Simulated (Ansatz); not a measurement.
# CdF2 (Fm-3m): lattice thermal conductivity, part 3 of 3

How well does the lattice of CdF2 conduct heat?

Experimental results on record:
- thermal conductivity 4.3 W/m/K near room temperature (given in “Predicting the lattice thermal conductivity of solids by solving the Boltzmann transport equation: AFLOW - AAPL an automated, accurate and efficient framework”, 2017, arXiv:1611.05481)

Ansatz 0.2.0; DFT LDA, scalar-relativistic, plane waves, PAW; PAW set soft_1.

So far, κ at 300 K (relaxation time) (W/m/K): step 6 (a cheap rung) 5.63. The relaxed cell has a = 5.298 Å (conventional setting).

### 7. Anharmonic force constants and conductivity, k-mesh 6×6×6, third order supercell 3×3×3

The supercell must be wider than twice the pair cutoff, and the number of displaced cells grows with the pairs inside it, which is where the cost lies.

Contents of input.yaml:

```yaml
crystal:
  lattice:
    - [0.0, 2.6489361669, 2.6489361669]
    - [2.6489361669, 0.0, 2.6489361669]
    - [2.6489361669, 2.6489361669, 0.0]
  atoms:
    - { symbol: Cd, position: [0.0, 0.0, 0.0] }
    - { symbol: F, position: [0.25, 0.25, 0.25] }
    - { symbol: F, position: [0.75, 0.75, 0.75] }
kpoints:
  mp_grid: { grid: [6, 6, 6] }
hamiltonian:
  xc: lda
  pseudopotentials: { kind: paw, azcp: { folder: soft_1 }, xc_functional: pbe }
scf:
  occupations: { method: fixed }
  lower_state_search: "off"
output:
  eigenvalues: true
phonons:
  method: fd
  dielectric: true
  qmesh: [6, 6, 6]
  temperatures: { t_max: 1000, t_step: 50 }
  qpath:
    path:
      - [[0.0, 0.0, 0.0], [0.5, 0.0, 0.5], [0.5, 0.25, 0.75], [0.375, 0.375, 0.75], [0.0, 0.0, 0.0], [0.5, 0.5, 0.5], [0.625, 0.25, 0.625], [0.5, 0.25, 0.75], [0.5, 0.5, 0.5], [0.375, 0.375, 0.75]]
      - [[0.625, 0.25, 0.625], [0.5, 0.0, 0.5]]
    npoints: 10
  third_order: { supercell: [3, 3, 3], pair_cutoff: 2.799 }
  lattice_thermal_conductivity:
    qmesh: [21, 21, 21]
    temperatures: [100.0, 150.0, 200.0, 300.0, 400.0, 500.0, 600.0, 800.0]
    isotope_mass_variance: [{ species: Cd, variance: 0.0002716 }, { species: F, variance: 0.0 }]
    solution: relaxation_time
```

Launch:

```
$ ansatz run input.yaml --threads 18 --pin off --max-ram 92160MiB --backend cuda --events-out ev --progress --plain --runs-dir out
```

Numbers of over 12 decimals in the logs are rounded to 6 here.

The program printed:

```text
[...]
Crystal: 18 atoms, lattice volume = 223.047 Å³
Basis set: ecut = 420 eV, 4419 PW (Γ), FFT grids on a1, −a1+a2+a3, −a1+a3
Bands: 123, of which v1, the nominal top of the filled ones, is band 102 counted from 1 (101 counted from 0)
Symmetry: 24 space group operations
k-points: 16 of 36
[...]
SCF iter   1: F=—  HF=-58238.485631 eV  |F-HF|=—  |Δ(HF+E_count)|=         —  Δρ=1.73e-8  dr2=4.05e-13  ethr=1.00e-12  ⟨swp⟩=3.0  Hψ=4955  notcnv=0
[...]
SCF iter   2: F=-58238.485631 eV  HF=-58238.485631 eV  |F-HF|=1.46e-11  |Δ(HF+E_count)|=  7.28e-12  Δρ=8.17e-9  dr2=8.90e-14  ethr=1.00e-12  ⟨swp⟩=2.0  Hψ=3664  notcnv=0
SCF 1 converged in 2 iterations: F = -58238.485631 eV  dr2 = 8.90e-14
[...]
Crystal: 3 atoms, lattice volume = 37.174 Å³
Basis set: ecut = 420 eV, 725 PW (Γ), exchange–correlation on 54×54×54 points (8 copies of the dense FFT grid, shifted against one another)
Bands: 21, of which v1, the nominal top of the filled ones, is band 17 counted from 1 (16 counted from 0)
Symmetry: 48 space group operations
k-points: 30 of 216 (irreducible under 8 space group operations, time reversal used)
[...]
SCF 2 converged in 3 iterations: F = -9706.414273 eV  dr2 = 3.74e-12
[...]
supercell 10 (6 cells, vectors [1, 0, 0], [0, 1, 0], [0, 0, 6] in multiples of the cell's): 3 displaced members by 0.0025 Å; free energy -58238.485635 eV; taken off its force constants: by the sum rule 7.8e-4, by the symmetrisation 2.9e-5 eV/Å²; Γ matrix within 1.4e-4 eV/Å² of supercell 1's
[...]
q = [0.0000, 0.0000, 0.0000] (star 1, supercell 1; hermiticity 4.27e-17, symmetrization 2.08e-6): -0.00 -0.00 0.00 236.88 236.88 236.88 318.19 318.19 318.19
[...]
joined force constants: q→R imaginary residual 1.12e-18
[...]
159 force-constant blocks with the first atom in the home cell, fitted with 21 parameters over 6 symmetry orbits; no atom triplet left out
[...]
T (K)   relaxation time
      100.00           18.0159
      150.00           10.8381
      200.00            7.9752
      300.00            5.3820
      400.00            4.1415
      500.00            3.4055
      600.00            2.9155
      800.00            2.2999
```

It took 80 s on 1 × NVIDIA GB200 with 18 threads of Arm Neoverse V2, shared host; peak memory 2.2 GiB; 7.7 min of CPU time.

Numbers from this step:

```yaml
zero_point_energy: 0.1290 eV/cell
kappa_at_300_k_relaxation_time: 5.382 W/m/K
mean_free_path_at_half_of_kappa: 4.63 nm
share_of_kappa_above_the_three_lowest_branches: 0.29
largest_relative_sum_rule_correction: 0.07214
```

LO-TO term included. The phonon branches at the labelled points (cm⁻¹):

```csv
point,branch 1,branch 2,branch 3,branch 4,branch 5,branch 6,branch 7,branch 8,branch 9
Γ,0,0,0,237,237,318,318,318,390
halfway,61,61,149,204,204,246,345,345,399
X,111,111,117,156,156,199,365,365,413
halfway,113,124,126,151,187,210,347,370,409
W,114,137,139,158,158,292,292,376,404
halfway,111,131,145,160,173,252,325,370,404
K,106,128,142,179,191,217,350,356,405
halfway,74,78,142,201,281,282,306,330,386
Γ,0,0,0,237,237,318,318,318,390
halfway,64,64,125,249,249,311,311,312,379
L,88,88,187,266,266,298,298,307,361
halfway,95,118,174,200,231,266,326,338,386
U,106,128,142,179,191,217,350,356,405
halfway,111,131,145,160,173,252,325,370,404
W,114,137,139,158,158,292,292,376,404
halfway,98,124,171,196,202,294,296,353,390
L,88,88,187,266,266,298,298,307,361
halfway,95,118,174,200,231,266,326,338,386
K,106,128,142,179,191,217,350,356,405
jump to U,106,128,142,179,191,217,350,356,405
halfway,110,120,121,166,175,194,361,363,411
X,111,111,117,156,156,199,365,365,413
```

The phonon branches as a text plot (rows in cm⁻¹):

```
    404 |   ***************                  ********       *****
    387 |***               ************     *        *    **
    370 |       ********               *****    ***** ** *     **
    353 |    ***   *    ***                  ***     *  *   ****
    336 |  **       *   * ****              *** *     *   ***
    318 |**            *   *  *********    **    *     * ***
    301 | *          **     ****       ****        *******
    284 |  *         **    * *             *      ***    **
    267 |   *               * *         *** *    *      *  *
    250 |    *         *  **   **   ****   * *  *      * *  *
    232 |**         *   *       ****       ** *       *   ** *
    215 |  ** *          **   **             * *          * *
    198 |    ** ****     *  **              * *      *     * ****
    181 |      *    *  *** *            *********   * **********
    164 |     * ***  ***  ***          *     *  ******      *  **
    146 |    *     ********  *                *******        *
    129 |   *   *  ********   *       *      ******  *      ****
    112 |       ********** *                *  ****** *   ** ****
     95 |  *              ***  *     *   ******      ********
     77 |     **             *      *  **
     60 | *  *                ***    **
     43 |* **                  **   *
     26 | *                     ** *
      9 |*                       ***
         Γ       X    W  K        Γ      L     U  W     L   K|U X
```

The lattice thermal conductivity, RTA xx by temperature:

```csv
temperature (K),"lattice thermal conductivity, RTA xx (W/m/K)"
100,18.0
150,10.8
200,7.97
300,5.38
400,4.14
500,3.41
600,2.92
800,2.3
```

The modes has structure finer than the step of the table below, so its rows give means over 20 cm⁻¹, whole bins alone (the curve runs from -10 to 435 cm⁻¹). Peaks (cm⁻¹: height): Cd 96.4: 0.0366, 172.0: 0.0296; F 130.0: 0.0118, 233.7: 0.0214, 323.3: 0.0336, 390.5: 0.0315.

Phonopy on the run's constants, 19x19x19 mesh, Gaussian sigma 3.2 cm⁻¹. Modes against wavenumber; means over each step; values in 1/cm⁻¹/cell:

```csv
wavenumber (cm⁻¹),Cd,F
0,3.8e-5,1.2e-5
20,7.8e-4,2.5e-4
40,0.00285,8.8e-4
60,0.00719,0.00193
80,0.0197,0.00369
100,0.0347,0.00449
120,0.0170,0.00623
140,0.00926,0.00840
160,0.0191,0.0130
180,0.0228,0.0167
200,0.00514,0.0183
220,0.00232,0.0195
240,0.00175,0.0193
260,9.7e-4,0.0182
280,7.1e-4,0.0153
300,8.5e-4,0.0207
320,7.5e-4,0.0295
340,7.2e-4,0.0291
360,7.5e-4,0.0256
380,0.00154,0.0198
400,0.00107,0.0270
420,1.8e-5,0.00212
```

Distinct triplets, nearest first. Third order norms, by row:

```csv
sites,side 1 (Å),side 2 (Å),side 3 (Å),norm of the 27 components (eV/Å³)
Cd-Cd-Cd,0,0,0,0
F-F-F,0,0,0,38.57
Cd-F-F,0,2.29,2.29,18.57
Cd-F-Cd,0,2.29,2.29,19.41
Cd-F-F,2.29,2.29,2.65,0.918
F-F-F,0,2.65,2.65,5.095
```

Born charge (rows field, columns displacement) (e), principal values of the symmetric part by kind of site:

```csv
atom,atoms with these values,low,middle,high,mean
Cd1,1,2.46,2.46,2.46,2.46
F2,2,-1.23,-1.23,-1.23,-1.23
```

In full for Cd1:

```
2.46 0.00 0.00
0.00 2.46 0.00
0.00 0.00 2.46
```

RTA, 300 K. Kappa by branch, by row:

```csv
branch (by rank),mean frequency (THz),mean rms speed (km/s),median lifetime (ps),share of kappa
1,2.65,1.28,1.82,0.16
2,3.07,2,1.59,0.271
3,4.59,2.25,0.847,0.279
4,5.85,2.45,0.331,0.053
5,6.52,3.16,0.299,0.079
6,7.83,3.78,0.288,0.1
7,9.72,2.47,0.278,0.041
8,10.39,1.49,0.258,0.013
9,11.77,0.96,0.188,0.004
```

Spectral kappa at 300 K, relaxation time (W/m/K/THz) against frequency; read off at these points:

frequency (THz), spectral kappa at 300 K, relaxation time (W/m/K/THz) and a bar:
```
     0.25       0.35 ##########
     0.75       0.79 ######################
     1.25       0.96 ###########################
     1.75       1.07 ##############################
     2.25       0.95 ###########################
     2.75       0.94 ##########################
     3.25       0.77 #####################
     3.75       0.54 ###############
     4.25       0.35 ##########
     4.75       0.33 #########
     5.25       0.34 #########
     5.75       0.32 #########
     6.25       0.34 ##########
     6.75       0.36 ##########
     7.25       0.30 ########
     7.75       0.29 ########
     8.25       0.26 #######
     8.75       0.23 ######
     9.25       0.20 #####
     9.75       0.16 ####
    10.25       0.10 ###
    10.75       0.04 #
    11.25       0.01 
    11.75       0.02 
    12.25       0.00
```

Relaxation-time solution. Share of κ carried by shorter paths against mean free path:

```csv
mean free path (nm),100 K,300 K,800 K
0.316,0,0.006,0.085
0.464,0,0.014,0.235
0.681,0.001,0.041,0.375
1,0.001,0.108,0.426
1.47,0.004,0.285,0.497
2.15,0.009,0.362,0.572
3.16,0.027,0.416,0.635
4.64,0.081,0.501,0.694
6.81,0.164,0.57,0.764
10,0.202,0.635,0.816
14.7,0.258,0.694,0.854
21.5,0.356,0.763,0.888
31.6,0.43,0.807,0.933
46.4,0.508,0.856,0.943
68.1,0.583,0.895,0.974
100,0.665,0.928,1
147,0.719,0.939,1
215,0.786,0.991,1
316,0.828,1,1
464,0.894,1,1
681,0.894,1,1
1000,0.959,1,1
1470,1,1,1
```

300 K; a sample spread over frequency. Mode lifetimes, by row, the first 40 of 90 rows:

```csv
q1,q2,q3,branch,frequency (THz),rms speed (km/s),three-phonon rate (1/ps),isotope rate (1/ps),lifetime (ps),mean free path (nm)
0,0.0476,0.0476,1,0.346,1.93,0.0239,2.91e-7,41.8,80.8
0,0,0.1429,2,1.191,2.56,0.0705,9.00e-5,14.2,36.3
0,0.1429,-0.1429,1,1.617,2.43,0.361,3.01e-4,2.77,6.72
0.0476,0.1905,0.2857,2,1.927,2.45,0.299,7.19e-4,3.33,8.15
0,0.1429,0.3333,1,2.128,1.73,0.353,0.00121,2.82,4.87
0,0.2857,0.3333,1,2.3,1.92,0.712,0.00179,1.4,2.69
0.0952,0.2857,0.381,2,2.45,1.93,0.477,0.00281,2.09,4.03
0,0.1429,0.4286,1,2.551,1.13,0.411,0.00412,2.41,2.73
0,0.1429,-0.2857,2,2.647,2.36,0.51,0.00579,1.94,4.57
0,0.0476,-0.4762,2,2.72,1.02,0.395,0.00727,2.49,2.54
0,0.2381,0.4762,1,2.799,1.2,0.603,0.0075,1.64,1.97
0.1429,0.2857,-0.4762,1,2.886,1.28,0.58,0.00818,1.7,2.18
0.0476,0.1905,0.4286,2,2.958,2.16,0.455,0.00823,2.16,4.65
0,0.2857,-0.381,1,3.035,0.61,0.662,0.00931,1.49,0.903
0.0476,0.4286,0.4762,1,3.133,1.38,0.876,0.00934,1.13,1.56
0.1905,0.381,-0.381,1,3.225,0.98,0.723,0.0104,1.36,1.33
0,0.381,0.4762,2,3.293,1.99,0.879,0.00997,1.12,2.23
0,0.3333,0.4762,2,3.381,2.36,0.818,0.00707,1.21,2.86
0.1905,0.381,-0.4286,2,3.561,2.24,1.51,0.00328,0.66,1.48
0,0.4286,-0.4286,3,3.695,1.75,0.811,0.00544,1.22,2.14
0.0952,0.4286,-0.381,2,3.839,1.56,3.12,2.87e-4,0.32,0.499
0,0.2857,-0.381,2,3.981,1.12,2.01,0.00287,0.497,0.557
0.0476,0.4286,0.4762,3,4.124,3.95,3.08,1.17e-6,0.324,1.28
0.0952,0.381,-0.4286,3,4.353,3.86,3.1,7.17e-5,0.323,1.25
0,0.0952,-0.2857,3,4.563,2.78,0.961,0.00557,1.04,2.88
0.0476,0.2857,-0.381,3,4.7,2.38,2.48,0.00496,0.402,0.959
0,0.1905,-0.2857,3,4.812,1.17,1.14,0.0116,0.867,1.02
0.1905,0.4286,-0.2381,5,4.886,1.82,1.15,0.0191,0.857,1.56
0.1905,0.381,-0.4286,3,4.976,1.67,2.68,0.00607,0.372,0.621
0.0952,0.2857,-0.4286,3,5.041,1.62,1.97,0.0133,0.503,0.813
0.0952,0.2857,-0.4762,3,5.126,0.63,1.47,0.0204,0.671,0.423
0.0476,0.381,0.4286,4,5.195,1.89,2.91,0.00416,0.344,0.65
0,0.0952,-0.381,3,5.264,1.72,1.22,0.0199,0.807,1.38
0.0476,0.1429,-0.381,3,5.342,1.31,1.33,0.0194,0.74,0.966
0.0476,0.381,-0.381,5,5.42,2.16,2.51,0.00857,0.397,0.855
0.1429,0.2857,-0.4286,4,5.495,2.74,2.38,0.00778,0.419,1.15
0,0.3333,0.4762,5,5.578,0.89,1.69,0.0161,0.587,0.523
0.0476,0.2857,0.381,4,5.709,2.14,3.05,0.00135,0.327,0.702
0.0952,0.2857,-0.4762,5,5.811,4.69,3.6,6.83e-4,0.277,1.3
0.0476,0.2857,-0.4286,5,5.948,4.02,3.62,2.86e-4,0.276,1.11
```

Without the LO-TO term. Gamma linewidths, by row:

```csv
branch,frequency (cm⁻¹),three-phonon rate (1/ps),isotope rate (1/ps),FWHM (cm⁻¹)
4,236.9,1.44,8.69e-4,7.62
5,236.9,1.44,8.69e-4,7.62
6,236.9,1.44,8.69e-4,7.62
7,318.2,2.94,6.54e-34,15.6
8,318.2,2.94,6.54e-34,15.6
9,318.2,2.94,6.54e-34,15.6
```

W/m/K, third of the trace; RTA populations with a boundary rate v/L added to each mode (Matthiessen's rule). Kappa by grain size, by row:

```csv
T (K),bulk,10 nm,30 nm,100 nm,300 nm,1000 nm,10000 nm,100000 nm
100,17.87,4.71,7.646,11.02,13.7,15.85,17.58,17.84
300,5.013,2.987,3.742,4.355,4.707,4.902,5,5.011
600,2.486,1.772,2.077,2.298,2.407,2.459,2.483,2.485
```

W/m/K, third of the trace; RTA populations with the isotope rates scaled. Kappa by mass disorder, by row:

```csv
T (K),no isotopes,as typed,variance x 3,variance x 10,variance x 30
100,18.37,17.87,17.04,15.08,12.29
300,5.037,5.013,4.965,4.817,4.495
600,2.491,2.486,2.474,2.438,2.349
```

At 300 K the relaxation-time value is 5.38 W/(m K).

### 8. The ladder

Ladder, by row:

```csv
cells or q mesh,k mesh,pair cutoff,atoms in the supercell,q-mesh of the transport sums,κ at 300 K (relaxation time) (W/m/K),κ at 300 K (full solution) (W/m/K),core-minutes
2x2x2,8x8x8,2.799,24,11×11×11,5.627,5.633,3.6
6x6x6,6x6x6,2.799,81,21×21×21,5.382,-,7.7
```

### 9. What came out

```
highest frequency                          : 413.1 cm⁻¹
Debye temperature from the second moment   : 471 K
κ at 300 K (relaxation time)               : 5.382 W/m/K
mean free path at half of κ                : 4.63 nm
share of κ above the three lowest branches : 0.29
```

**Reading.** The lattice of CdF2 conducts 5.38 W/(m K) at 300 K by LDA (mean over directions, relaxation-time solution). Above 300 K the relaxation-time κ falls as T^-0.87; the coherence part, which does not fall like the populations, is one cause of the flatter curve. Grains of 100 nm would keep 87 % of the bulk value at 300 K, and grains of 1 µm 98 %. Removing the natural isotope disorder raises κ at 300 K by 0 %. The first rung (24 atoms, cutoff 2.80 Å) gave 5.63 W/(m K) by relaxation time for 0.47 times the cost of the last; the two share the cutoff and differ in supercell or meshes, so the cutoff itself is not tested. A measured thermal conductivity near room temperature is 4.3 W/m/K (arXiv:1611.05481); the calculated 5.38 W/m/K differs by +25 %. The relaxed cell is 5 % smaller in volume than the database cell, which stiffens most phonons and usually raises κ; no run here tested that. Four-phonon, defect and boundary scattering, which are left out, would lower the calculated value; thermal expansion is left out too. The last run computed the relaxation-time solution alone; it counts normal processes as resistive, so the full solution usually lies higher: on an earlier rung it gave 5.63 against 5.63 W/(m K). The sum rules changed one orbit of cubic constants by up to 7 %. The conductivities include the coherence part between close branches; the shares for grains, isotopes, branches and paths are of the relaxation-time populations alone. Cubic couplings among atoms farther apart than the pair cutoff are dropped, and neither the cutoff nor the q-mesh was shown to be converged here. The interpolation has no quadrupole term, so branches near the zone centre are less sure, since this crystal has sites that are not centres of inversion. The PAW files were made for PBE and are used here under another functional, for which the program regenerates the frozen cores.

[Logs are printed without paths, hosts, clocks, repeated set-up lines and the standing remarks that a program may print on its own settings, such as how far it seeks lower states.]

[Hosts, paths, dates, database ids (printed as entryN), source tags and the programs' standing remarks are cut or masked in the printed files.]

[A step with changed settings may run another functional than the one named; its input shows which.]
